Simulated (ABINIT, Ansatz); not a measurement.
# Tc (P6_3/mmc): from the cell to the phonon bands, part 2 of 4

Aim: the phonon dispersion of Tc (P6_3/mmc), checked by a second program.

ABINIT 10.8.3; DFT PBE, scalar-relativistic, plane waves, PseudoDojo norm-conserving pseudopotentials.

So far. Step 3 (Relaxation): The volume changes by +1.1 % in this run and stands +1.1 % from the first cell. Step 4 (Self-consistent run for the response): The cell stands at -0.61 GPa: the relaxation ran with a smoothed and higher cutoff, and the difference is a stress of the finite basis. The relaxed cell has a = 2.755, c = 4.399 Å (conventional setting).

## (5) Zone-centre response

At q = 0 one unit cell holds all displacements. The response is solved for single atoms along the cell's directions, and symmetry skips those that follow from others. The crystal is treated as a metal, which screens a static field, so no field response is asked.

dfpt_gamma.abi

```

# common to the responses
getwfk_filepath "gso_WFK"
kptopt 2
nqpt 1
qpt 0.0 0.0 0.0
asr 0
chneut 0

# displacements
rfphon 1
rfatpol 1 2
rfdir 1 1 1
tolvrs 1.0d-10
prtwf 0
prtpot 1

# basis, mesh and filling
ecut 38.0
ngkpt 12 12 6
nshiftk 1
shiftk 0.0 0.0 0.0
istwfk *1
occopt 7
tsmear 0.01
nband 23
nstep 100
diemac 1000000.0
prtebands 0
prtgsr 0

# cell and atoms
acell 5.206399282 5.206399282 8.313497547
rprim 
    1.0 0.0 0.0
    -0.5 0.8660254038 0.0
    0.0 0.0 1.0
ntypat 1
znucl 43
natom 2
typat 1 1
xred 
    1/3 2/3 0.25
    2/3 1/3 0.75
pp_dirpath "./pseudo"
pseudos "Tc.upf"
```

On the command line:

```console
> OMP_NUM_THREADS=1 mpirun -n 16 abinit dfpt_gamma.abi > dfpt_gamma.log
```

Numbers of over 12 decimals in the logs are rounded to 6 here.

dfpt_gamma.abo, the main output file:

```text
[banners, grids, parts of the stress and lines that vanish by symmetry left out]
- input  file    -> dfpt_gamma.abi
- output file    -> dfpt_gamma.abo
- root for input  files -> dfpt_gammai
- root for output files -> dfpt_gammao

 Symmetries : space group P6_3/m m c (#194); Bravais hP (primitive hexag.)
================================================================================
 Values of the parameters that define the memory need of the present run (RF).
     intxc =       0      iscf =       7    lmnmax =       6     lnmax =       6
     mgfft =      48  mpssoang =       3    mqgrid =    3001     natom =       2
  nloc_mem =       1    nspden =       1   nspinor =       1    nsppol =       1
      nsym =      24    n1xccc =    2501    ntypat =       1    occopt =       7
   xclevel =       2
-    mband =          23        mffmem =           1         mkmem =          28
-   mkqmem =          28        mk1mem =          28           mpw =        2204
      nfft =       43200          nkpt =         436
- my_mband =          23
================================================================================
================================================================================

--------------------------------------------------------------------------------
------------- Echo of variables that govern the present computation ------------
--------------------------------------------------------------------------------
-
- outvars: echo of selected default values
-   iomode0 =  0 , fftalg0 =312 , wfoptalg0 =  0
-
- outvars: echo of global parameters not present in the input file
-  max_nthreads =    1
-
 -outvars: echo values of preprocessed input variables
 [... echo left out ...]
================================================================================

 chkinp: Checking input parameters for consistency.

[...]
== DATASET  1 ==================================================================
-   mpi_nproc: 16, omp_nthreads: 1 (-1 if OMP is not activated)

--- !DatasetInfo
iteration_state: {dtset: 1, }
dimensions: {natom: 2, nkpt: 436, mband: 23, nsppol: 1, nspinor: 1, nspden: 1, mpw: 2204, }
cutoff_energies: {ecut:  38.0, pawecutdg:  -1.0, }
electrons: {nelect:   3.00000000E+01, charge:   0.00000000E+00, occopt:   7.00000000E+00, tsmear:   1.00000000E-02, }
meta: {optdriver: 1, rfphon: 1, }
...

 mkfilename: getwfk from: gso_WFK

 Real(R)+Recip(G) space primitive vectors, cartesian coordinates (Bohr,Bohr^-1):
 R(1)=  5.2063993  0.0000000  0.0000000  G(1)=  0.1920713  0.1108924  0.0000000
 R(2)= -2.6031996  4.5088740  0.0000000  G(2)=  0.0000000  0.2217849  0.0000000
 R(3)=  0.0000000  0.0000000  8.3134975  G(3)=  0.0000000  0.0000000  0.1202863
 Unit cell volume ucvol=  1.9515934E+02 bohr^3
 Angles (23,13,12)=  9.00000000E+01  9.00000000E+01  1.20000000E+02 degrees
 setup1 : take into account q-point for computing boxcut.

 getcut: wavevector=  0.0000  0.0000  0.0000  ngfft=  30  30  48
         ecut(hartree)=     38.000   => boxcut(ratio)=   2.07801

--- Pseudopotential description ------------------------------------------------
- pspini: atom type   1  psp file is ./pseudo/Tc.upf

   9.46559836E+02                                ecore*ucvol(ha*bohr**3)
--------------------------------------------------------------------------------

 ==>  initialize data related to q vector <==

 The list of irreducible perturbations for this q vector is:
    1)    idir= 1    ipert=   1
    2)    idir= 3    ipert=   1

[...]
The perturbation idir=   2  ipert=   1 is
 symmetric of a previously calculated perturbation.
 So, its SCF calculation is not needed.

 The perturbation idir=   1  ipert=   2 is
 symmetric of a previously calculated perturbation.
 So, its SCF calculation is not needed.

 The perturbation idir=   2  ipert=   2 is
 symmetric of a previously calculated perturbation.
 So, its SCF calculation is not needed.

 The perturbation idir=   3  ipert=   2 is
 symmetric of a previously calculated perturbation.
 So, its SCF calculation is not needed.

--------------------------------------------------------------------------------
 Perturbation wavevector (in red.coord.)   0.000000  0.000000  0.000000
 Perturbation : displacement of atom   1   along direction   1
 Found     2 symmetries that leave the perturbation invariant.

[...]
dfpt_looppert : total number of electrons, from k and k+q
  fully or partially occupied states are    3.000000E+01 and    3.000000E+01.
 Initialisation of the first-order wave-functions :
  ireadwf=   0

--- !BeginCycle
iteration_state: {dtset: 1, }
solver: {iscf: 7, nstep: 100, nline: 4, wfoptalg: 0, }
tolerances: {tolvrs: 1.00E-10, }
...

     iter   2DEtotal(Ha)        deltaE(Ha) residm    vres2
-ETOT  1   1.586475     -2.386E+03 6.440E+00 1.630E+02
 ETOT  2  0.889005     -6.975E-01 1.255E-01 8.226E+00
 ETOT  3  0.883079     -5.926E-03 5.414E-03 4.369E-01
 ETOT  4  0.883034     -4.457E-05 1.948E-03 7.752E-01
 ETOT  5  0.883448      4.135E-04 7.842E-04 2.493E+00
[...]
At SCF step   10       vres2   =  1.76E-11 < tolvrs=  1.00E-10 =>converged.
[...]
Mean square residual over all n,k,spin=   23.883E-10; max=  60.014E-07

 Thirteen components of 2nd-order total energy (hartree) are
 1,2,3: 0th-order hamiltonian combined with 1st-order wavefunctions
     kin0=   2.22246903E+03 eigvalue=   1.89030665E+01  local=  -1.69847287E+03
 4,5,6: 1st-order hamiltonian combined with 1st and 0th-order wfs
 loc psp =  -2.35639675E+03  Hartree=   6.05392574E+02     xc=  -1.44245491E+02
 note that "loc psp" includes a xc core correction that could be resolved
 7,8,9: eventually, occupation + non-local contributions
    edocc=   2.27257162E+02     enl0=   1.15584335E+03   enl1=  -2.41789687E+03
 1-9 gives the relaxation energy (to be shifted if some occ is /=2.0)
   erelax=  -2.38714681E+03
 10,11,12 Non-relaxation  contributions : frozen-wavefunctions and Ewald
 fr.local=   1.19519642E+03 fr.nonlo=   1.20736584E+03  Ewald=   1.99123553E+01
 13,14 Frozen wf xc core corrections (1) and (2)
 frxc 1  =  -1.68560551E+02  frxc 2 =   1.34115600E+02
 Resulting in :
 2DEtotal=    0.8828427723E+00 Ha. Also 2DEtotal=    0.240233756716E+02 eV
    (2DErelax=   -2.3871468127E+03 Ha. 2DEnonrelax=    2.3880296555E+03 Ha)
    (  non-var. 2DEtotal :    8.8284318008E-01 Ha)

[...]
Perturbation wavevector (in red.coord.)   0.000000  0.000000  0.000000
 Perturbation : displacement of atom   1   along direction   3
 Found     6 symmetries that leave the perturbation invariant.

--------------------------------------------------------------------------------

--------------------------------------------------------------------------------

 dfpt_looppert : total number of electrons, from k and k+q
  fully or partially occupied states are    3.000000E+01 and    3.000000E+01.
 Initialisation of the first-order wave-functions :
  ireadwf=   0

--- !BeginCycle
iteration_state: {dtset: 1, }
solver: {iscf: 7, nstep: 100, nline: 4, wfoptalg: 0, }
tolerances: {tolvrs: 1.00E-10, }
...

     iter   2DEtotal(Ha)        deltaE(Ha) residm    vres2
-ETOT  1   16.147922483590     -6.895E+03 1.833E+01 7.990E+04
[...]
ETOT 10   1.192533      1.855E-10 5.638E-04 8.299E-10
 ETOT 11   1.192533     -5.275E-11 1.907E-04 6.706E-12

 At SCF step   11       vres2   =  6.71E-12 < tolvrs=  1.00E-10 =>converged.
[...]
Mean square residual over all n,k,spin=   95.600E-09; max=  19.072E-05

 Thirteen components of 2nd-order total energy (hartree) are
 1,2,3: 0th-order hamiltonian combined with 1st-order wavefunctions
     kin0=   5.75368370E+03 eigvalue=   1.70807623E+01  local=  -4.37127733E+03
 4,5,6: 1st-order hamiltonian combined with 1st and 0th-order wfs
 loc psp =  -7.62547417E+03  Hartree=   2.35036794E+03     xc=  -3.82690120E+02
 note that "loc psp" includes a xc core correction that could be resolved
 7,8,9: eventually, occupation + non-local contributions
    edocc=   5.88601321E+02     enl0=   2.95371168E+03   enl1=  -6.19348173E+03
 1-9 gives the relaxation energy (to be shifted if some occ is /=2.0)
   erelax=  -6.90947795E+03
 10,11,12 Non-relaxation  contributions : frozen-wavefunctions and Ewald
 fr.local=   3.01900371E+03 fr.nonlo=   3.07974470E+03  Ewald=   8.99772787E+02
 13,14 Frozen wf xc core corrections (1) and (2)
 frxc 1  =  -4.29768617E+02  frxc 2 =   3.41917904E+02
 Resulting in :
 2DEtotal=    0.1192532748E+01 Ha. Also 2DEtotal=    0.324504692253E+02 eV
    (2DErelax=   -6.9094779486E+03 Ha. 2DEnonrelax=    6.9106704814E+03 Ha)
    (  non-var. 2DEtotal :    1.1925325716E+00 Ha)

[...]
---- first-order wavefunction calculations are completed ----

 ==> Compute Derivative Database <==

 [... matrices left out ...]
  Phonon wavevector (reduced coordinates) :  0.00000  0.00000  0.00000
 Phonon energies in Hartree :
  -1.342379E-05 -1.342379E-05  1.359309E-05  4.372852E-04  6.014510E-04
   6.014510E-04
 Phonon frequencies in cm-1    :
- -2.946181E+00 -2.946181E+00  2.983338E+00  9.597302E+01  1.320032E+02
-  1.320032E+02

== END DATASET(S) ==============================================================
================================================================================

 -outvars: echo values of variables after computation
            acell      5.2063992820E+00  5.2063992820E+00  8.3134975470E+00 Bohr
           etotal      1.1925327483E+00
            fcart      0.0000000000E+00  0.0000000000E+00  0.0000000000E+00
           strten      0.0000000000E+00  0.0000000000E+00  0.0000000000E+00
================================================================================
```

Run time: 39 s. Hardware: 16 MPI ranks of Arm Neoverse V2, shared host.

Read from the output:

```
largest acoustic frequency at the zone centre before the sum rule : 2.98 cm⁻¹
highest optical zone-centre mode (no LO-TO term)                  : 132 cm⁻¹
lowest optical zone-centre mode                                   : 95.97 cm⁻¹
```

The acoustic modes at Γ come out as far as 3.0 cm⁻¹ from zero, where they should vanish, a small numerical error.

## (6) Phonons on a q mesh

Linear response treats each wavevector of the 3×3×2 mesh in the unit cell; the first-order potentials are kept for the electron-phonon matrix elements.

dfpt_q.abi

```
ndtset 5

# wavevectors
qpt1 0.3333333333 0.0 0.0
qpt2 0.3333333333 0.3333333333 0.0
qpt3 0.0 0.0 0.5
qpt4 0.3333333333 0.0 0.5
qpt5 0.3333333333 0.3333333333 0.5

# displacements
getwfk_filepath "gso_WFK"
getwfq_filepath "gso_WFK"
kptopt 3
nqpt 1
rfphon 1
rfatpol 1 2
rfdir 1 1 1
tolvrs 1.0d-10
prtwf 0
prtpot 1

# basis, mesh and filling
ecut 38.0
ngkpt 12 12 6
nshiftk 1
shiftk 0.0 0.0 0.0
istwfk *1
occopt 7
tsmear 0.01
nband 23
nstep 100
diemac 1000000.0
prtebands 0
prtgsr 0

# cell and atoms
acell 5.206399282 5.206399282 8.313497547
rprim 
    1.0 0.0 0.0
    -0.5 0.8660254038 0.0
    0.0 0.0 1.0
ntypat 1
znucl 43
natom 2
typat 1 1
xred 
    1/3 2/3 0.25
    2/3 1/3 0.75
pp_dirpath "./pseudo"
pseudos "Tc.upf"
```

On the command line:

```console
> OMP_NUM_THREADS=1 mpirun -n 16 abinit dfpt_q.abi > dfpt_q.log
```

dfpt_q.abo, the main output file:

```text
[banners, grids, parts of the stress and lines that vanish by symmetry left out]
- input  file    -> dfpt_q.abi
- output file    -> dfpt_q.abo
- root for input  files -> dfpt_qi
[...]
DATASET    1 : space group P6_3/m m c (#194); Bravais hP (primitive hexag.)
[...]
nfft =       43200          nkpt =         864
[...]
DATASET    2 : space group P6_3/m m c (#194); Bravais hP (primitive hexag.)
[...]
nfft =       43200          nkpt =         864
[...]
DATASET    3 : space group P6_3/m m c (#194); Bravais hP (primitive hexag.)
[...]
nfft =       43200          nkpt =         864
[...]
DATASET    4 : space group P6_3/m m c (#194); Bravais hP (primitive hexag.)
[...]
nfft =       43200          nkpt =         864
[...]
DATASET    5 : space group P6_3/m m c (#194); Bravais hP (primitive hexag.)
[...]
nfft =       43200          nkpt =         864
[...]
== DATASET  1 ==================================================================
[...]
cutoff_energies: {ecut:  38.0, pawecutdg:  -1.0, }
[...]
Perturbation : displacement of atom   1   along direction   1
[...]
-ETOT  1   25.890371712574     -2.737E+03 6.396E+00 2.582E+05
 ETOT  2   342.35850709700      3.165E+02 8.596E+00 3.591E+06
 ETOT  3   8.167510     -3.342E+02 5.995E+00 4.471E+04
 ETOT  4   3.734176     -4.433E+00 2.041E+01 9.339E+02
 ETOT  5   3.513232     -2.209E-01 5.222E+00 6.839E+01
[...]
At SCF step   16       vres2   =  8.59E-12 < tolvrs=  1.00E-10 =>converged.
[...]
Perturbation : displacement of atom   1   along direction   2
[...]
-ETOT  1   2.430921     -2.432E+03 6.635E+00 2.798E+02
[...]
At SCF step   14       vres2   =  2.74E-11 < tolvrs=  1.00E-10 =>converged.
[...]
Perturbation : displacement of atom   1   along direction   3
[...]
-ETOT  1   11.280409465399     -6.549E+03 1.721E+01 1.826E+04
[...]
At SCF step   16       vres2   =  3.09E-11 < tolvrs=  1.00E-10 =>converged.
[...]
Phonon wavevector (reduced coordinates) :  0.33333  0.00000  0.00000
 Phonon energies in Hartree :
[...]
Phonon frequencies in cm-1    :
-  1.106139E+02  1.176182E+02  1.385615E+02  1.739585E+02  1.957401E+02
-  2.066558E+02
[...]
== DATASET  2 ==================================================================
[...]
cutoff_energies: {ecut:  38.0, pawecutdg:  -1.0, }
[...]
Perturbation : displacement of atom   1   along direction   1
[...]
-ETOT  1   8.584722     -2.673E+03 6.297E+00 1.905E+04
[...]
At SCF step   13       vres2   =  7.56E-11 < tolvrs=  1.00E-10 =>converged.
[...]
Perturbation : displacement of atom   1   along direction   3
[...]
-ETOT  1   10.940702440410     -6.404E+03 1.665E+01 3.128E+03
[...]
Phonon wavevector (reduced coordinates) :  0.33333  0.33333  0.00000
 Phonon energies in Hartree :
[...]
Phonon frequencies in cm-1    :
-  1.605104E+02  1.789062E+02  1.789062E+02  1.812481E+02  2.180191E+02
-  2.180191E+02
[...]
== DATASET  3 ==================================================================
[...]
cutoff_energies: {ecut:  38.0, pawecutdg:  -1.0, }
[...]
Perturbation : displacement of atom   1   along direction   1
[...]
-ETOT  1   1.637943     -2.386E+03 6.694E+00 1.465E+02
[...]
Perturbation : displacement of atom   1   along direction   3
[...]
-ETOT  1   253.18407429157     -7.660E+03 1.770E+01 4.544E+06
[...]
Phonon wavevector (reduced coordinates) :  0.00000  0.00000  0.50000
 Phonon energies in Hartree :
[...]
Phonon frequencies in cm-1    :
-  9.632432E+01  9.632432E+01  9.632432E+01  9.632432E+01  2.024397E+02
-  2.024397E+02
[...]
== DATASET  4 ==================================================================
[...]
cutoff_energies: {ecut:  38.0, pawecutdg:  -1.0, }
[...]
Perturbation : displacement of atom   1   along direction   1
[...]
-ETOT  1   18.245902083181     -2.694E+03 6.688E+00 1.080E+05
[...]
Perturbation : displacement of atom   1   along direction   2
[...]
-ETOT  1   2.682500     -2.431E+03 6.553E+00 1.734E+02
[...]
Perturbation : displacement of atom   1   along direction   3
[...]
-ETOT  1   49.517880048839     -6.682E+03 1.649E+01 3.056E+05
[...]
Phonon wavevector (reduced coordinates) :  0.33333  0.00000  0.50000
 Phonon energies in Hartree :
[...]
Phonon frequencies in cm-1    :
-  1.379239E+02  1.379389E+02  1.388515E+02  1.388515E+02  2.082341E+02
-  2.082440E+02
[...]
== DATASET  5 ==================================================================
[...]
cutoff_energies: {ecut:  38.0, pawecutdg:  -1.0, }
[...]
Perturbation : displacement of atom   1   along direction   1
[...]
-ETOT  1   6.496095     -2.665E+03 6.221E+00 8.786E+03
[...]
At SCF step   11       vres2   =  7.00E-11 < tolvrs=  1.00E-10 =>converged.
[...]
Perturbation : displacement of atom   1   along direction   3
[...]
-ETOT  1   6.842021     -6.458E+03 1.726E+01 1.560E+04
[...]
ETOT 10   1.898408     -1.532E-08 2.031E+01 6.224E-10
 ETOT 11   1.898408     -1.437E-10 2.816E+00 5.920E-11
 At SCF step   11       vres2   =  5.92E-11 < tolvrs=  1.00E-10 =>converged.
[...]
Phonon wavevector (reduced coordinates) :  0.33333  0.33333  0.50000
 Phonon energies in Hartree :
[...]
Phonon frequencies in cm-1    :
-  6.189989E+01  6.189989E+01  1.848477E+02  1.848477E+02  2.165483E+02
-  2.165483E+02
[...]
strten3     0.0000000000E+00  0.0000000000E+00  0.0000000000E+00
           
================================================================================
```

Run time: 16 min. Hardware: 16 MPI ranks; 4.2 h of CPU time.

This step gave:

```
lowest mode on the q mesh (acoustic ones at the zone centre apart) : 61.9 cm⁻¹
```

Frequencies (cm⁻¹) before the sum rule at the irreducible wavevectors but Γ, which is solved apart; negative means imaginary. Frequencies by wavevector:

```tsv
q (fractions)	star	mode 1	mode 2	mode 3	mode 4	mode 5	mode 6
0.3333 0 0	6	110.6	117.6	138.6	174	195.7	206.7
0.3333 0.3333 0	2	160.5	178.9	178.9	181.2	218	218
0 0 0.5	1	96.32	96.32	96.32	96.32	202.4	202.4
0.3333 0 0.5	6	137.9	137.9	138.8	138.8	208.2	208.2
0.3333 0.3333 0.5	2	61.9	61.9	184.8	184.8	216.6	216.6
```

(Continued in part 3 of 4.)

[Host names and launcher messages were left out of these logs when they were recorded.]

[Logs are printed without paths, hosts, clocks, repeated set-up lines and the standing remarks that a program may print on its own settings, such as how far it seeks lower states.]

[Hosts, paths, dates, database ids (printed as entryN), source tags and the programs' standing remarks are cut or masked in the printed files.]
